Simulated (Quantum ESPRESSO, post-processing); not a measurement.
# O on top sites of TaN(001), stepped through the coverage, part 2 of 2

Wanted: a table for O on top sites of TaN(001) against the coverage, and what can be fitted to it.

Quantum ESPRESSO 7.5; plane-wave DFT, PBE, GBRV ultrasoft pseudopotentials.

So far. Step 8 (Self-consistent run, 0.1667 ML): Inside the slab this potential holds the local part of the pseudopotentials, which can be repulsive at the nuclei; only its value in the vacuum has a meaning of its own. Step 9 (Relaxation with pw.x, 0.75 ML): The relaxation lowers the energy by 437 meV an atom. On the free atoms the largest force ends at 0.032 eV/Å.

## 10. Ground state, 0.75 ML

m6.esm.in

```
&control
  prefix = 'm6.esm'
  outdir = './out'
  pseudo_dir = './pseudo'
  calculation = 'scf'
  tprnfor = .true.
/
&system
  ibrav = 0
  nat = 27
  ntyp = 3
  ecutwfc = 40
  ecutrho = 200
  occupations = 'smearing'
  smearing = 'mv'
  degauss = 0.02
  assume_isolated = 'esm'
  esm_bc = 'bc1'
/
&electrons
  conv_thr = 1e-07
  mixing_beta = 0.25
  electron_maxstep = 160
  mixing_mode = 'local-TF'
  mixing_ndim = 12
/
ATOMIC_SPECIES
  Ta  180.9479  ta_pbe_v1.uspp.F.UPF
  N   14.0070  n_pbe_v1.2.uspp.F.UPF
  O   15.9990  o_pbe_v1.2.uspp.F.UPF
CELL_PARAMETERS angstrom
  6.24155385400000 0.00000000000000 0.00000000000000
  0.00000000000000 6.24155385400000 0.00000000000000
  0.00000000000000 0.00000000000000 20.77821867446154
ATOMIC_POSITIONS crystal
  Ta  0.000000000000 0.500000000000 -0.160016146300
  Ta  0.500000000000 0.000000000000 -0.160016146300
  Ta  0.500000000000 0.500000000000 -0.160016146300
  Ta  0.000000000000 0.000000000000 -0.160016146300
  N   0.250000000000 0.750000000000 -0.160016146300
  N   0.750000000000 0.250000000000 -0.160016146300
  N   0.750000000000 0.750000000000 -0.160016146300
  N   0.250000000000 0.250000000000 -0.160016146300
[... 15 atom lines left out ...]
  N   0.251279769400 0.251279769400 0.054252732400
  O   0.000000000000 0.500000000000 0.160016146300
  O   0.500000000000 0.000000000000 0.160016146300
  O   0.500000000000 0.500000000000 0.158638246800
K_POINTS automatic
  4 4 1 0 0 0
```

Started as:

```sh
$ OMP_NUM_THREADS=1 mpirun -n 16 pw.x -nk 1 -in m6.esm.in > m6.esm.out
```

Wall time 5.9 min (16 MPI ranks of Arm Neoverse V2, shared host); peak memory 3.4 GiB; 1.6 h of CPU time.

Read from the output:

```
free energy                                                    : -27789.8589 eV
Fermi energy                                                   : -5.301 eV
vacuum line at the lower end of the cell, over the Fermi level : 3.580 eV
vacuum line at the upper end of the cell, over the Fermi level : 7.022 eV
```

Inside the slab this potential holds the local part of the pseudopotentials, which can be repulsive at the nuclei; only its value in the vacuum has a meaning of its own.

## 11. Relaxation with pw.x, 1 ML

System of this step: TaN(001), 3 layers, 1 sites a cell, 1 O on top sites. The cell holds 7 atoms: 3 Ta, 3 N and 1 O. Its edges and angles: a = 3.121 Å, b = 3.121 Å, c = 20.778 Å, α = 90.0°, β = 90.0°, γ = 90.0°. It derives from TaN. Vacuum lies along c.

m7.relax.in

```
&control
  prefix = 'm7.relax'
  outdir = './out'
  pseudo_dir = './pseudo'
  nstep = 70
  forc_conv_thr = 0.0015
  calculation = 'relax'
/
&system
  ibrav = 0
  nat = 7
  ntyp = 3
  ecutwfc = 40
  ecutrho = 200
  occupations = 'smearing'
  smearing = 'mv'
  degauss = 0.02
/
&electrons
  conv_thr = 1e-07
  mixing_beta = 0.3
  electron_maxstep = 120
  mixing_mode = 'local-TF'
/
&ions
/
ATOMIC_SPECIES
  Ta  180.9479  ta_pbe_v1.uspp.F.UPF
  N   14.0070  n_pbe_v1.2.uspp.F.UPF
  O   15.9990  o_pbe_v1.2.uspp.F.UPF
CELL_PARAMETERS angstrom
  3.12077692700000 0.00000000000000 0.00000000000000
  0.00000000000000 3.12077692700000 0.00000000000000
  0.00000000000000 0.00000000000000 20.77821867446154
ATOMIC_POSITIONS crystal
  Ta  0.000000000000 0.000000000000 0.336862367661 0 0 0
  N   0.500000000000 0.500000000000 0.336862367661 0 0 0
  Ta  0.500000000000 0.500000000000 0.443214629451 0 0 0
  N   0.000000000000 0.000000000000 0.443214629451 0 0 0
  Ta  0.000000000000 0.000000000000 0.549566891242
  N   0.500000000000 0.500000000000 0.549566891242
  O   0.000000000000 0.000000000000 0.663137632339
K_POINTS automatic
  7 7 1 0 0 0
```

Started as:

```sh
$ OMP_NUM_THREADS=1 mpirun -n 16 pw.x -nk 2 -in m7.relax.in > m7.relax.out
```

The job ended after 74 s (16 MPI ranks; peak memory 1.3 GiB; 20 min of CPU time).

The steps of the relaxation:

| step | energy less that of the first step (eV) | largest force (eV/Å) |
| --- | --- | --- |
| 1 | 0.0000 | 5.9044 |
| 2 | -1.4102 | 7.8252 |
| 3 | -3.2713 | 7.2161 |
| 4 | -2.6219 | 17.7324 |
| 5 | -3.9463 | 2.5195 |
| 6 | -3.9735 | 2.0774 |
| 7 | -4.0001 | 0.3703 |
| 8 | -4.0053 | 0.3576 |
| 9 | -4.0103 | 0.3082 |
| 10 | -4.0164 | 0.2371 |
| 11 | -4.0230 | 0.2216 |
| 12 | -4.0286 | 0.2738 |
| 13 | -4.0306 | 0.2341 |
| 14 | -4.0322 | 0.1250 |
| 15 | -4.0328 | 0.0278 |

The atoms that moved most (Å):

| atom | dx | dy | dz | length |
| --- | --- | --- | --- | --- |
| Ta5 | 0.000 | 0.000 | 0.477 | 0.477 |
| O7 | 0.000 | 0.000 | -0.166 | 0.166 |

Final coordinates:

```cif
data_structure
_symmetry_space_group_name_H-M 'P 1'
_symmetry_Int_Tables_number 1
_cell_length_a 3.1208
_cell_length_b 3.1208
_cell_length_c 20.7782
_cell_angle_alpha 90.000
_cell_angle_beta 90.000
_cell_angle_gamma 90.000
_cell_volume 202.36
loop_
_atom_site_label
_atom_site_type_symbol
_atom_site_fract_x
_atom_site_fract_y
_atom_site_fract_z
_atom_site_occupancy
Ta1 Ta 0.00000 0.00000 0.33686 1
N2 N 0.50000 0.50000 0.33686 1
Ta3 Ta 0.50000 0.50000 0.44321 1
N4 N 0.00000 0.00000 0.44321 1
Ta5 Ta 0.00000 0.00000 0.57252 1
N6 N 0.50000 0.50000 0.54964 1
O7 O 0.00000 0.00000 0.65515 1
```

The relaxation lowers the energy by 576 meV an atom. On the free atoms the largest force ends at 0.028 eV/Å.

Read from the output:

```
free energy  : -7057.7292 eV
Fermi energy : 3.653 eV
```

## 12. Ground state, 1 ML

m7.esm.in

```
&control
  prefix = 'm7.esm'
  outdir = './out'
  pseudo_dir = './pseudo'
  calculation = 'scf'
  tprnfor = .true.
/
&system
  ibrav = 0
  nat = 7
  ntyp = 3
  ecutwfc = 40
  ecutrho = 200
  occupations = 'smearing'
  smearing = 'mv'
  degauss = 0.02
  assume_isolated = 'esm'
  esm_bc = 'bc1'
/
&electrons
  conv_thr = 1e-07
  mixing_beta = 0.25
  electron_maxstep = 160
  mixing_mode = 'local-TF'
  mixing_ndim = 12
/
ATOMIC_SPECIES
  Ta  180.9479  ta_pbe_v1.uspp.F.UPF
  N   14.0070  n_pbe_v1.2.uspp.F.UPF
  O   15.9990  o_pbe_v1.2.uspp.F.UPF
CELL_PARAMETERS angstrom
  3.12077692700000 0.00000000000000 0.00000000000000
  0.00000000000000 3.12077692700000 0.00000000000000
  0.00000000000000 0.00000000000000 20.77821867446154
ATOMIC_POSITIONS crystal
  Ta  0.000000000000 0.000000000000 -0.159143761400
  N   0.500000000000 0.500000000000 -0.159143761400
  Ta  0.500000000000 0.500000000000 -0.052791499600
  N   0.000000000000 0.000000000000 -0.052791499600
  Ta  0.000000000000 0.000000000000 0.076513762800
  N   0.500000000000 0.500000000000 0.053637577700
  O   0.000000000000 0.000000000000 0.159143761400
K_POINTS automatic
  7 7 1 0 0 0
```

Started as:

```sh
$ OMP_NUM_THREADS=1 mpirun -n 16 pw.x -nk 2 -in m7.esm.in > m7.esm.out
```

Elapsed: 21 s, on 16 MPI ranks; peak memory 1.3 GiB.

This step gave:

| Item | Value |
| --- | --- |
| free energy | -7057.6850 eV |
| Fermi energy | -5.537 eV |
| vacuum line at the lower end of the cell, over the Fermi level | 3.362 eV |
| vacuum line at the upper end of the cell, over the Fermi level | 7.713 eV |

Inside the slab this potential holds the local part of the pseudopotentials, which can be repulsive at the nuclei; only its value in the vacuum has a meaning of its own.

## 13. The series side by side

The series in one table:

| the coverage | adsorption energy an atom, from the free molecule (eV) | work function of the upper face (eV) | work function of the lower face (eV) |
| --- | --- | --- | --- |
| 0 ML | - | 3.363 | 3.363 |
| 0.1667 ML | - | 4.55 | 3.759 |
| 0.25 ML | - | 4.909 | 3.777 |
| 0.3333 ML | - | 5.365 | 3.593 |
| 0.5 ML | -3.536 | 6.243 | 3.766 |
| 0.6667 ML | -3.468 | 6.66 | 3.58 |
| 0.75 ML | -3.51 | 7.022 | 3.58 |
| 1 ML | -3.485 | 7.713 | 3.362 |

## 14. The arithmetic

At 1 ML: E_ads = [-7057.6850 − 1 × (-6616.7286)]/1 − (-874.9428)/2 = -3.485 eV. Cells and meshes differ along the series, and any error of the slab's energy is multiplied by the number of slab cells an adsorbate, so no value is given under half a monolayer.

## 15. Outcome

| Item | Value |
| --- | --- |
| adsorption energy an atom, from the free molecule, at 0.5 ML and at 1 ML | -3.54, -3.49 eV |
| work function of the upper face, at 0 ML and at 1 ML | 3.36, 7.71 eV |

What this shows: The series holds 8 members (PBE, GBRV ultrasoft). From 0.5 ML to 1 ML the adsorption energy an atom, from the free molecule goes from -3.54 to -3.49 eV by way of -3.47 at 0.6667 ML. From 0 ML to 1 ML the work function of the upper face rises from 3.36 to 7.71 eV. The untouched lower face should keep its work function but moves by 0.42 eV, since the slab is thin and cells, meshes or relaxed layers differ between members; changes of the upper face are uncertain by about as much. Thin slabs, one site and one ordered pattern a coverage; no reconstruction or subsurface sites; meshes differ a little between cells.

[Logs are printed without paths, hosts, clocks, repeated set-up lines and the standing remarks that a program may print on its own settings, such as how far it seeks lower states.]

[Hosts, paths, dates, database ids (printed as entryN), source tags and the programs' standing remarks are cut or masked in the printed files.]

[Maps of the electrostatic potential energy from Ansatz leave out the sawtooth potential of an applied field or a dipole correction, so their vacuum need not be flat; planar profiles and work functions include it.]
